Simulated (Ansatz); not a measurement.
# Tunnelling across a broken Se chain: predicting one gap

Set-up. Ansatz 0.2.0, plane waves with PAW datasets at the program's default cutoffs, Fermi-Dirac smearing of 0.05 eV, chains in boxes 7.5 Å wide or more, moments seeded when the perfect chain is relaxed. PBE, no spin-orbit coupling; one bond is opened by s Å beyond its relaxed length, the other atoms of a straight cell of 13 kept, without spin, and the conductance taken at 300 K.

```
   run     G (G₀)  largest error term (%)    s     ln G
+1.2 Å     0.7036                      12  1.2  −0.3515
+1.8 Å      0.155                      18  1.8   −1.864
+2.5 Å    0.02435                      21  2.5   −3.715
+4.2 Å  0.0002704                      22  4.2   −8.216
```

One run is withheld: run = +3.3 Å, with s = 3.3. Fit a straight line ln G = a + b × s to the 4 rows shown and predict it.

**Fit.** The means are 2.425 for s and −3.537 for ln G. The sum of products of deviations is −13.27 and the sum of squares in s is 5.048, so b = −13.27 / 5.048 = −2.628 and a = −3.537 − (−2.628) × 2.425 = 2.837. The residuals' standard deviation, with 2 degrees of freedom, is σ = 0.036.

**Prediction.** ln G = 2.837 + (−2.628) × 3.3 = −5.836, that is 0.00292 G₀. The run gave 0.00292 G₀ (ln G = −5.834), so the prediction less the run is −0.0017. The standard error of a prediction there, σ√(1 + 1/4 + (3.3 − 2.425)²/5.048), is 0.043, and the miss is 0.04 times that, for a point between the fitted rows. With so few rows σ is itself uncertain.

**Limits.** Between neighbouring runs the slope of ln G lies between −2.65 and −2.52 per Å, so one exponential is an approximation. Error terms (up to 22 %, withheld run included) bound how much a small miss can mean. Broken ends may want a moment where none was allowed. No image potential, spin-orbit coupling or relaxation; a bent or dimerised chain may be lower in energy. Series of this kind are told only where this holds: one magnetic state in all runs, error terms under 60 %, and the runs' own leads conduct as the perfect chain does. 36 of 42 did.

[Logs are printed without paths, hosts, clocks, repeated set-up lines and the standing remarks that a program may print on its own settings, such as how far it seeks lower states.]
